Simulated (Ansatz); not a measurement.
# The potential step between two gates: 1T-PtSe2 bilayer, AA

Two oppositely charged gates put a neutral stack in a displacement field D. The voltage between them is D/ε₀ times an electrical distance, shorter than the real one because the stack screens.

How it was computed: Ansatz 0.2.0, plane waves with PAW datasets (its set soft_2), PBE-D3(BJ); isolated slab, charged sheets 4.5 Å from the outer atoms behind model barriers, atoms held. Voltages count from the uncharged case.

| run | D/ε₀ (V/nm) | step in an electron's potential, upper less lower gate (eV) |
| --- | --- | --- |
| run 1 | −1.810 | −1.278 |
| run 2 | 0.000 | 0.000 |
| run 3 | 0.905 | 0.639 |
| run 4 | 1.810 | 1.278 |
| run 5 | 2.714 | 1.917 |
| run 6 | 3.619 | ? |

**Question.** What value belongs in the row marked “?”, and how far can the other rows tell?

A least-squares line through the 5 rows shown has slope 0.7062 and intercept 0.0001; no row lies more than 0.001 eV off it. The size of the slope, 0.706 nm, is the electrical distance; the sheets are 1.658 nm apart, and screening reaches beyond the outer atoms. At 3.619 it gives 0.7062 × 3.619 + 0.0001 = 2.556 eV, beyond the rows fitted. Rounding and scatter of the rows alone allow about ±0.001 eV there.

The run itself gives 2.556 eV: a miss of 0.000 eV, or 0.0 % of the value. Screening stays linear to within 1 % over this range.

**Limits.** The gates are model sheets, not atoms. Spin-orbit coupling is left out, which changes the bands of elements this heavy.
